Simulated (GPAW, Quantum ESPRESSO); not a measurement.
# Core-hole calculation of the Cu K edge in YCu (Pm-3m), part 2 of 2

Do two independent programs agree on the Cu K edge of YCu (Pm-3m)? The same cell and functional are run with XSpectra and with GPAW.

Quantum ESPRESSO 7.5 and GPAW 26.7.0; core-hole supercells, plane-wave PAW LDA.

So far. Step 7 (Spectrum with XCH, Cu atom 2 (Quantum ESPRESSO)): The total-energy difference is 8995.58 eV. One term is added: -29.79 eV, since the hole is spin-paired here and a spin-polarised one costs that much less in the free atom (computed apart). The photon energy is then 8965.79 eV. The tabulated edge of the element is 8979 eV. The functional leaves an error in such absolute values: in the free atom LDA prices this hole 18.3 eV below PBE (computed apart), and PBE is itself good to a few eV.

## 10. Spectrum without a core hole, Cu atom 2 (GPAW)

This cheap baseline ignores the attraction of the hole: it shows the absorber's empty states as they are in the ground state. The data set with a hole of occupation 0 only carries the core orbital.

xas.py reads:

```python
import numpy as np
from ase import Atoms
from ase.parallel import parprint, paropen
from gpaw import GPAW, PW, FermiDirac, Mixer, MixerDif, setup_paths
from gpaw.test import gen
setup_paths.insert(0, '.')
gen('Cu', name='nch1s', xcname='LDA', corehole=(1, 0, 0), write_xml=True)
from gpaw.mpi import world
world.barrier()

atoms = Atoms('YCu',
    cell=[[3.45811539, 0, 0],
     [0, 3.45811539, 0],
     [0, 0, 3.45811539]],
    scaled_positions=[[0, 0, 0],
     [0.5, 0.5, 0.5]],
    pbc=True)
atoms.calc = calc = GPAW(legacy_gpaw=True, mode=PW(500, force_complex_dtype=True), xc='LDA', setups={1: 'nch1s'},
    kpts={'size': (10, 10, 10), 'gamma': True}, occupations=FermiDirac(0.1),
    charge=0, mixer=Mixer(0.1, 5, 50), maxiter=150,
    convergence={'density': 0.0001, 'eigenstates': 1e-6}, txt='scf.txt')
energy = atoms.get_potential_energy() + calc.get_reference_energy()
ef = calc.get_fermi_level()
out = dict(energy=energy, fermi=ef, forces=atoms.get_forces().tolist())
parprint(f'all-electron energy {energy:.4f} eV, Fermi level {ef:.4f} eV')
ev = np.array([[calc.get_eigenvalues(k, s) for k in range(len(calc.get_ibz_k_points()))] for s in range(calc.get_number_of_spins())])
out['homo'], out['lumo'], out['counts'] = ev[ev < ef].max(), ev[ev > ef].min(), sorted(set((ev < ef).sum((0, 2)).tolist()))
out['filled'] = (ev[:, 0] < ef).sum(1).tolist()

from ase.units import Ha
from gpaw.xas import dipole_matrix_elements
nb = int(calc.get_number_of_electrons() / 2) + 33
top = nb
nscf = calc.fixed_density(kpts={'size': (9, 9, 9), 'gamma': True},
    convergence={'eigenstates': 1.0}, txt='nscf.txt')
nscf.diagonalize_full_hamiltonian(nbands=nb)
cell = atoms.cell.array
ops = [cell.T @ U.T @ np.linalg.inv(cell.T) for U in nscf.wfs.kd.symmetry.op_scc]
E = np.arange(-25, 34, 0.1)
fwhm = np.interp(E, [4, 25], [1.55, 3.5])
Y, X, zero, highest = 0, 0, 1e9, 1e9
for spin in range(nscf.get_number_of_spins()):
    wfs = nscf.wfs
    mine = wfs.bd.get_slice()  # this rank's bands
    A = dipole_matrix_elements(wfs.setups[1])
    eps = np.zeros((wfs.kd.nibzkpts, nb))
    d = np.zeros((3, A.shape[1], wfs.kd.nibzkpts, nb), complex)
    for kpt in wfs.kpt_u:
        if kpt.s == spin and 1 in kpt.P_ani:
            eps[kpt.k, mine] = kpt.eps_n * Ha
            d[:, :, kpt.k, mine] = (kpt.weight * wfs.nspins / 2) ** 0.5 * np.inner(A, kpt.P_ani[1])
    world.sum(eps)
    world.sum(d)
    T = np.einsum('amkn,bmkn->abkn', d, d.conj()).real
    T = sum(np.einsum('ai,ijkn,bj->abkn', R, T, R) for R in ops) / len(ops)
    empty = eps > ef
    zero, highest = min(zero, eps[empty].min()), min(highest, eps[:, top - 1].min())
    lines = [(eps, T, empty)] if spin == 0 else lines + [(eps, T, empty)]
for eps, T, empty in lines:
    f = np.einsum('aakn->akn', T).reshape(3, -1)
    x = eps.ravel() - zero
    w = np.interp(x, E, fwhm) / 2.35482
    g = np.exp(-0.5 * ((E[:, None] - x) / w) ** 2) / (w * (2 * np.pi) ** 0.5)
    Y = Y + (f * empty.ravel()) @ g.T
    X = X + (f * ~empty.ravel()) @ g.T
out.update(E=E.round(2).tolist(), xas=Y.tolist(), xes=X.tolist(), zero=zero, valid=highest - zero, nk=len(eps), nb=nb)
for i in range(0, len(E), 10):
    parprint(f'{E[i]:7.2f}', *(f'{v:10.3e}' for v in Y[:, i]))
import json
with paropen('out.json', 'w') as f:
    json.dump(out, f)
```

The run is started by

```
$ OMP_NUM_THREADS=1 mpirun -n 4 gpaw python xas.py
```

It took 29 s on 4 MPI ranks of Arm Neoverse V2, shared host; peak memory 0.32 GiB; 1.9 min of CPU time.

The Cu K spectrum, Cu atom 2, no core hole (energy from the lowest empty level; intensity scaled to a mean of 1 over the first 20 eV):

| E (eV) | intensity |
| --- | --- |
| -2.0 | 0.00 |
| -1.5 | 0.01 |
| -1.0 | 0.07 |
| -0.5 | 0.24 |
| 0.0 | 0.52 |
| 0.5 | 0.73 |
| 1.0 | 0.76 |
| 1.5 | 0.75 |
| 2.0 | 0.78 |
| 2.5 | 0.78 |
| 3.0 | 0.68 |
| 3.5 | 0.52 |
| 4.0 | 0.39 |
| 4.5 | 0.35 |
| 5.0 | 0.44 |
| 5.5 | 0.61 |
| 6.0 | 0.75 |
| 6.5 | 0.80 |
| 7.0 | 0.80 |
| 7.5 | 0.82 |
| 8.0 | 0.89 |
| 8.5 | 1.07 |
| 9.0 | 1.34 |
| 9.5 | 1.62 |
| 10.0 | 1.81 |
| 10.5 | 1.82 |
| 11.0 | 1.69 |
| 11.5 | 1.51 |
| 12.0 | 1.36 |
| 12.5 | 1.27 |
| 13.0 | 1.20 |
| 13.5 | 1.16 |
| 14.0 | 1.13 |
| 14.5 | 1.13 |
| 15.0 | 1.14 |
| 15.5 | 1.15 |
| 16.0 | 1.14 |
| 16.5 | 1.10 |
| 17.0 | 1.04 |
| 17.5 | 0.99 |
| 18.0 | 0.94 |
| 18.5 | 0.91 |
| 19.0 | 0.88 |
| 19.5 | 0.87 |
| 20.0 | 0.89 |
| 20.5 | 0.93 |
| 21.0 | 1.00 |
| 21.5 | 1.08 |
| 22.0 | 1.17 |
| 22.5 | 1.23 |
| 23.0 | 1.28 |
| 23.5 | 1.29 |
| 24.0 | 1.30 |
| 24.5 | 1.31 |
| 25.0 | 1.32 |
| 25.5 | 1.33 |
| 26.0 | 1.34 |
| 26.5 | 1.34 |
| 27.0 | 1.33 |
| 27.5 | 1.31 |
| 28.0 | 1.27 |
| 28.5 | 1.23 |
| 29.0 | 1.19 |
| 29.5 | 1.16 |
| 30.0 | 1.13 |
| 30.5 | 1.12 |
| 31.0 | 1.12 |
| 31.5 | 1.14 |
| 32.0 | 1.18 |

Main maxima below 30 eV (height): 2.2 eV (0.79), 10.2 eV (1.84) and 26.4 eV (1.34). 

The same matrix elements for filled bands give the Cu K emission of Cu atom 2 (ground-state approximation; energy from the lowest empty level, largest value 1):

```csv
E (eV),emission
-24.00,0.00
-23.25,0.01
-22.50,0.01
-21.75,0.00
-21.00,0.00
-20.25,0.00
-19.50,0.00
-18.75,0.00
-18.00,0.00
-17.25,0.00
-16.50,0.00
-15.75,0.00
-15.00,0.00
-14.25,0.00
-13.50,0.00
-12.75,0.00
-12.00,0.00
-11.25,0.00
-10.50,0.00
-9.75,0.00
-9.00,0.00
-8.25,0.00
-7.50,0.00
-6.75,0.00
-6.00,0.02
-5.25,0.05
-4.50,0.11
-3.75,0.22
-3.00,0.30
-2.25,0.37
-1.50,0.68
-0.75,1.00
0.00,0.67
0.75,0.17
1.50,0.01
2.25,0.00
3.00,0.00
```

Emission maxima: -0.8 eV (1.00).

## 11. Supercell without a hole, the energy reference (GPAW)

Total energies of two programs can't be mixed, so the cell and mesh of GPAW's hole run get a reference energy of their own.

scf.py reads:

```python
import numpy as np
from ase import Atoms
from ase.parallel import parprint, paropen
from gpaw import GPAW, PW, FermiDirac, Mixer, MixerDif, setup_paths
from gpaw.test import gen
setup_paths.insert(0, '.')
gen('Cu', name='nch1s', xcname='LDA', corehole=(1, 0, 0), write_xml=True)
from gpaw.mpi import world
world.barrier()

atoms = Atoms('Y4Cu4',
    cell=[[3.45811539, 3.45811539, 3.45811539],
     [-3.45811539, 3.45811539, -3.45811539],
     [-3.45811539, -3.45811539, 3.45811539]],
    scaled_positions=[[0, 0, 0],
     [0, 0.5, 0.5],
     [0.5, 0, 0.5],
     [0.5, 0.5, 0],
     [0.5, 0, 0],
     [0.5, 0.5, 0.5],
     [0, 0, 0.5],
     [0, 0.5, 0]],
    pbc=True)
atoms.calc = calc = GPAW(legacy_gpaw=True, mode=PW(500, force_complex_dtype=True), xc='LDA', setups={4: 'nch1s'},
    kpts={'size': (5, 5, 5), 'gamma': True}, occupations=FermiDirac(0.1),
    charge=0, mixer=Mixer(0.1, 5, 50), maxiter=150,
    convergence={'density': 0.0001, 'eigenstates': 1e-6}, txt='scf.txt')
energy = atoms.get_potential_energy() + calc.get_reference_energy()
ef = calc.get_fermi_level()
out = dict(energy=energy, fermi=ef, forces=atoms.get_forces().tolist())
parprint(f'all-electron energy {energy:.4f} eV, Fermi level {ef:.4f} eV')
ev = np.array([[calc.get_eigenvalues(k, s) for k in range(len(calc.get_ibz_k_points()))] for s in range(calc.get_number_of_spins())])
out['homo'], out['lumo'], out['counts'] = ev[ev < ef].max(), ev[ev > ef].min(), sorted(set((ev < ef).sum((0, 2)).tolist()))
out['filled'] = (ev[:, 0] < ef).sum(1).tolist()
import json
with paropen('out.json', 'w') as f:
    json.dump(out, f)
```

The run is started by

```
$ OMP_NUM_THREADS=1 mpirun -n 4 gpaw python scf.py
```

Elapsed: 25 s, on 4 MPI ranks; peak memory 0.28 GiB; 98 s of CPU time.

Reference energy: -547797.253 eV with the cores included.

## 12. Spectrum with XCH, Cu atom 2 (GPAW)

The holes are 6.0 Å apart. The excited electron is kept in the cell, where it fills the lowest empty states and screens the hole. After the field has converged, empty bands are computed with the density fixed and the dipole matrix elements are summed.

Changes to xas.py since step 10:

```diff
@@ -6,3 +6,3 @@
 setup_paths.insert(0, '.')
-gen('Cu', name='nch1s', xcname='LDA', corehole=(1, 0, 0), write_xml=True)
+gen('Cu', name='fch1s', xcname='LDA', corehole=(1, 0, 1), write_xml=True)
 from gpaw.mpi import world
@@ -10,12 +10,18 @@
 
-atoms = Atoms('YCu',
-    cell=[[3.45811539, 0, 0],
-     [0, 3.45811539, 0],
-     [0, 0, 3.45811539]],
+atoms = Atoms('Y4Cu4',
+    cell=[[3.45811539, 3.45811539, 3.45811539],
+     [-3.45811539, 3.45811539, -3.45811539],
+     [-3.45811539, -3.45811539, 3.45811539]],
     scaled_positions=[[0, 0, 0],
-     [0.5, 0.5, 0.5]],
+     [0, 0.5, 0.5],
+     [0.5, 0, 0.5],
+     [0.5, 0.5, 0],
+     [0.5, 0, 0],
+     [0.5, 0.5, 0.5],
+     [0, 0, 0.5],
+     [0, 0.5, 0]],
     pbc=True)
-atoms.calc = calc = GPAW(legacy_gpaw=True, mode=PW(500, force_complex_dtype=True), xc='LDA', setups={1: 'nch1s'},
-    kpts={'size': (10, 10, 10), 'gamma': True}, occupations=FermiDirac(0.1),
-    charge=0, mixer=Mixer(0.1, 5, 50), maxiter=150,
+atoms.calc = calc = GPAW(legacy_gpaw=True, mode=PW(500, force_complex_dtype=True), xc='LDA', setups={4: 'fch1s'},
+    kpts={'size': (5, 5, 5), 'gamma': True}, occupations=FermiDirac(0.1),
+    charge=-1, mixer=Mixer(0.1, 5, 50), maxiter=150,
     convergence={'density': 0.0001, 'eigenstates': 1e-6}, txt='scf.txt')
@@ -31,10 +37,9 @@
 from gpaw.xas import dipole_matrix_elements
-nb = int(calc.get_number_of_electrons() / 2) + 33
-top = nb
-nscf = calc.fixed_density(kpts={'size': (9, 9, 9), 'gamma': True},
-    convergence={'eigenstates': 1.0}, txt='nscf.txt')
-nscf.diagonalize_full_hamiltonian(nbands=nb)
+nb = int(calc.get_number_of_electrons() / 2) + 121
+top, nb = nb, nb + 8 + nb // 12
+nscf = calc.fixed_density(kpts={'size': (6, 6, 6), 'gamma': True}, nbands=nb,
+    convergence={'bands': top, 'eigenstates': 5e-3}, maxiter=60, txt='nscf.txt')
 cell = atoms.cell.array
 ops = [cell.T @ U.T @ np.linalg.inv(cell.T) for U in nscf.wfs.kd.symmetry.op_scc]
-E = np.arange(-25, 34, 0.1)
+E = np.arange(-6, 34, 0.1)
 fwhm = np.interp(E, [4, 25], [1.55, 3.5])
@@ -44,3 +49,3 @@
     mine = wfs.bd.get_slice()  # this rank's bands
-    A = dipole_matrix_elements(wfs.setups[1])
+    A = dipole_matrix_elements(wfs.setups[4])
     eps = np.zeros((wfs.kd.nibzkpts, nb))
@@ -48,5 +53,5 @@
     for kpt in wfs.kpt_u:
-        if kpt.s == spin and 1 in kpt.P_ani:
+        if kpt.s == spin and 4 in kpt.P_ani:
             eps[kpt.k, mine] = kpt.eps_n * Ha
-            d[:, :, kpt.k, mine] = (kpt.weight * wfs.nspins / 2) ** 0.5 * np.inner(A, kpt.P_ani[1])
+            d[:, :, kpt.k, mine] = (kpt.weight * wfs.nspins / 2) ** 0.5 * np.inner(A, kpt.P_ani[4])
     world.sum(eps)
```

The run is started by

```
$ OMP_NUM_THREADS=1 mpirun -n 4 gpaw python xas.py
```

It took 1.7 min on 4 MPI ranks; peak memory 0.47 GiB.

The Cu K spectrum, Cu atom 2, excited-electron core hole (neutral cell) (energy from the lowest empty level; intensity scaled to a mean of 1 over the first 20 eV):

| E (eV) | intensity |
| --- | --- |
| -2.0 | 0.00 |
| -1.5 | 0.02 |
| -1.0 | 0.10 |
| -0.5 | 0.31 |
| 0.0 | 0.59 |
| 0.5 | 0.75 |
| 1.0 | 0.74 |
| 1.5 | 0.74 |
| 2.0 | 0.78 |
| 2.5 | 0.75 |
| 3.0 | 0.64 |
| 3.5 | 0.51 |
| 4.0 | 0.41 |
| 4.5 | 0.41 |
| 5.0 | 0.53 |
| 5.5 | 0.72 |
| 6.0 | 0.86 |
| 6.5 | 0.92 |
| 7.0 | 0.97 |
| 7.5 | 1.03 |
| 8.0 | 1.17 |
| 8.5 | 1.40 |
| 9.0 | 1.66 |
| 9.5 | 1.83 |
| 10.0 | 1.85 |
| 10.5 | 1.70 |
| 11.0 | 1.50 |
| 11.5 | 1.34 |
| 12.0 | 1.23 |
| 12.5 | 1.16 |
| 13.0 | 1.10 |
| 13.5 | 1.05 |
| 14.0 | 1.02 |
| 14.5 | 1.03 |
| 15.0 | 1.04 |
| 15.5 | 1.04 |
| 16.0 | 1.02 |
| 16.5 | 0.98 |
| 17.0 | 0.93 |
| 17.5 | 0.89 |
| 18.0 | 0.86 |
| 18.5 | 0.85 |
| 19.0 | 0.85 |
| 19.5 | 0.88 |
| 20.0 | 0.93 |
| 20.5 | 1.00 |
| 21.0 | 1.08 |
| 21.5 | 1.16 |
| 22.0 | 1.23 |
| 22.5 | 1.28 |
| 23.0 | 1.31 |
| 23.5 | 1.31 |
| 24.0 | 1.30 |
| 24.5 | 1.30 |
| 25.0 | 1.29 |
| 25.5 | 1.29 |
| 26.0 | 1.28 |
| 26.5 | 1.27 |
| 27.0 | 1.24 |
| 27.5 | 1.20 |
| 28.0 | 1.16 |
| 28.5 | 1.11 |
| 29.0 | 1.07 |
| 29.5 | 1.05 |
| 30.0 | 1.04 |
| 30.5 | 1.05 |
| 31.0 | 1.08 |
| 31.5 | 1.12 |
| 32.0 | 1.18 |

Main maxima below 30 eV (height): 2.2 eV (0.78), 9.8 eV (1.86) and 23.4 eV (1.31). 

The total-energy difference is 8991.36 eV. With the free-atom term of -29.79 eV for this edge, the photon energy is 8961.57 eV.

## 13. The two programs side by side

The line shapes differ (Lorentzian half width 0.78 eV up to 4 eV, rising linearly to 1.75 eV at 25 eV (not a setting of the program: the run's 0.4 eV curve was folded afterwards with a further Lorentzian), against Gaussian full width 1.55 eV up to 4 eV, rising linearly to 3.5 eV at 25 eV), so both get a further Gaussian of 1.5 eV full width before they are compared; the Lorentzian tails remain.

| E (eV) | XSpectra | GPAW |
| --- | --- | --- |
| -2.00 | 0.14 | 0.02 |
| -1.25 | 0.22 | 0.11 |
| -0.50 | 0.36 | 0.34 |
| 0.25 | 0.53 | 0.60 |
| 1.00 | 0.62 | 0.72 |
| 1.75 | 0.65 | 0.75 |
| 2.50 | 0.66 | 0.70 |
| 3.25 | 0.62 | 0.58 |
| 4.00 | 0.59 | 0.48 |
| 4.75 | 0.64 | 0.52 |
| 5.50 | 0.76 | 0.70 |
| 6.25 | 0.88 | 0.86 |
| 7.00 | 0.99 | 0.98 |
| 7.75 | 1.12 | 1.15 |
| 8.50 | 1.28 | 1.41 |
| 9.25 | 1.44 | 1.67 |
| 10.00 | 1.49 | 1.74 |
| 10.75 | 1.42 | 1.59 |
| 11.50 | 1.31 | 1.37 |
| 12.25 | 1.22 | 1.21 |
| 13.00 | 1.15 | 1.11 |
| 13.75 | 1.11 | 1.05 |
| 14.50 | 1.10 | 1.03 |
| 15.25 | 1.09 | 1.03 |
| 16.00 | 1.07 | 1.01 |
| 16.75 | 1.04 | 0.95 |
| 17.50 | 1.02 | 0.90 |
| 18.25 | 1.02 | 0.86 |
| 19.00 | 1.03 | 0.87 |
| 19.75 | 1.06 | 0.92 |
| 20.50 | 1.12 | 1.01 |
| 21.25 | 1.21 | 1.12 |
| 22.00 | 1.27 | 1.22 |
| 22.75 | 1.31 | 1.28 |
| 23.50 | 1.33 | 1.30 |
| 24.25 | 1.34 | 1.30 |
| 25.00 | 1.35 | 1.29 |
| 25.75 | 1.34 | 1.28 |
| 26.50 | 1.32 | 1.26 |
| 27.25 | 1.30 | 1.21 |
| 28.00 | 1.28 | 1.16 |
| 28.75 | 1.26 | 1.10 |
| 29.50 | 1.24 | 1.06 |
| 30.25 | 1.23 | 1.06 |
| 31.00 | 1.25 | 1.09 |
| 31.75 | 1.27 | 1.15 |

```
                                                                          XSpectra        GPAW
                                                k mesh of the spectrum       5×5×5       6×6×6
                                                           cutoff (eV)         830         500
highest intensity below 24 eV after the common broadening, eV (height)  9.9 (1.49)  9.8 (1.75)
                                    zero, corrected photon energy (eV)      8965.8      8961.6
                                    core time, hole field and spectrum      13 min     6.8 min
```

## 14. With and without the hole

XSpectra's curves. Both curves are counted from their own zero, so only the shift of weight within the empty states shows.

```csv
E (eV),no hole,XCH
-2.0,0.11,0.13
-1.0,0.18,0.22
0.0,0.40,0.52
1.0,0.57,0.61
2.0,0.66,0.68
3.0,0.62,0.63
4.0,0.53,0.56
5.0,0.58,0.66
6.0,0.79,0.86
7.0,0.87,0.99
8.0,0.97,1.14
9.0,1.28,1.44
10.0,1.54,1.54
11.0,1.47,1.38
12.0,1.32,1.24
13.0,1.23,1.14
14.0,1.20,1.09
15.0,1.18,1.10
16.0,1.18,1.08
17.0,1.14,1.02
18.0,1.07,1.02
19.0,1.06,1.03
20.0,1.09,1.06
21.0,1.18,1.18
22.0,1.30,1.29
23.0,1.35,1.32
24.0,1.38,1.34
25.0,1.44,1.35
26.0,1.45,1.34
27.0,1.44,1.30
28.0,1.41,1.28
29.0,1.38,1.25
30.0,1.37,1.23
31.0,1.38,1.24
32.0,1.41,1.29
```

With each curve scaled to its own mean, the area from −2 to 6 eV with the hole is 4.4 against 4.0, and the centre of weight from −1 to 20 eV moves by -0.4 eV (first and strongest maxima below 20 eV: 2.3 eV (0.67) and 10.3 eV (1.56) without the hole, 2.3 eV (0.69) and 9.8 eV (1.55) with it), a small effect on these measures.

## 15. Runs not followed above

These runs aren't followed: redraws of a spectrum that repeat one shown, runs with a planted fault or a state judged unsound, or a program's part that gave no sound spectrum.

| program | step | status | elapsed |
| --- | --- | --- | --- |
| Quantum ESPRESSO | no core hole, redrawn | converged | 3.2 s |
| Quantum ESPRESSO | spectrum with XCH, redrawn | converged | 2 s |

## 16. Results

```
absorber and edge                                     : Cu K, atom 2 of the ground-state input (counted from 1)
surroundings                                          : 8 Y at 2.99 Å and 6 Cu at 3.46 Å (cube and octahedron, as in bcc, site symmetry m-3m)
highest intensity below 24 eV (XSpectra, narrow line) : 9.8 eV above the zero, height 1.55
photon energy of the zero, with the added terms       : 8965.8 eV (raw 8995.6 eV; LDA puts this hole about 18 eV below PBE, itself good to a few eV)
```

The two programs agree closely: 11 % r.m.s. remains over the first 14 eV after a relative shift of 0.0 eV, and their photon-energy zeros differ by 4.2 eV. What differs may come from the PAW partial waves, meshes, cutoffs and line shapes. An offset of the zeros of this size is more than meshes or line shapes can give; the atomic core treatment of the two data sets is the likely place. In XSpectra the Cu K edge of atom 2, with 8 Y at 2.99 Å and 6 Cu at 3.46 Å (cube and octahedron, as in bcc, site symmetry m-3m), has its highest intensity of the first 24 eV at 9.8 eV above the zero, near 8976 eV in photon energy (LDA puts this hole about 18 eV below PBE, itself good to a few eV), 1.5 times the mean level of the first 20 eV (Lorentzian half width 0.78 eV up to 4 eV, rising linearly to 1.75 eV at 25 eV (not a setting of the program: the run's 0.4 eV curve was folded afterwards with a further Lorentzian)). In XSpectra: With each curve scaled to its own mean, the area from −2 to 6 eV with the hole is 4.4 against 4.0, and the centre of weight from −1 to 20 eV moves by -0.4 eV (first and strongest maxima below 20 eV: 2.3 eV (0.67) and 10.3 eV (1.56) without the hole, 2.3 eV (0.69) and 9.8 eV (1.55) with it), a small effect on these measures. In GPAW: With each curve scaled to its own mean, the area from −2 to 6 eV with the hole is 4.2 against 4.0, and the centre of weight from −1 to 20 eV moves by -0.3 eV (first and strongest maxima below 20 eV: 2.2 eV (0.79) and 10.2 eV (1.84) without the hole, 2.2 eV (0.78) and 9.8 eV (1.86) with it), a small effect on these measures. The quadrupole part peaks at 19.2 eV with 0.3 % of the dipole spectrum's mean level. 3 further runs of this session are left out of this account as redundant. The holes are only 6.0 Å apart, so the shape is probably not converged with cell size; no larger cell was run here. Lifetime broadening is put in by hand, and intensities beyond about 20 eV depend on it and on the partial waves. The structure is a computed Materials Project entry and may be a hypothetical form.

[Logs are printed without paths, hosts, clocks, repeated set-up lines and the standing remarks that a program may print on its own settings, such as how far it seeks lower states.]

[Hosts, paths, dates, database ids (printed as entryN), source tags and the programs' standing remarks are cut or masked in the printed files.]

[Lists of maxima count a maximum above −3 eV only where it reaches 4 % of the highest in the window and stands out from its surroundings by 2 % of it (1.5 % where it reaches 55 %); shoulders and weaker maxima are passed over, and of the rest the first, up to two pre-edge ones and the few strongest are named.]
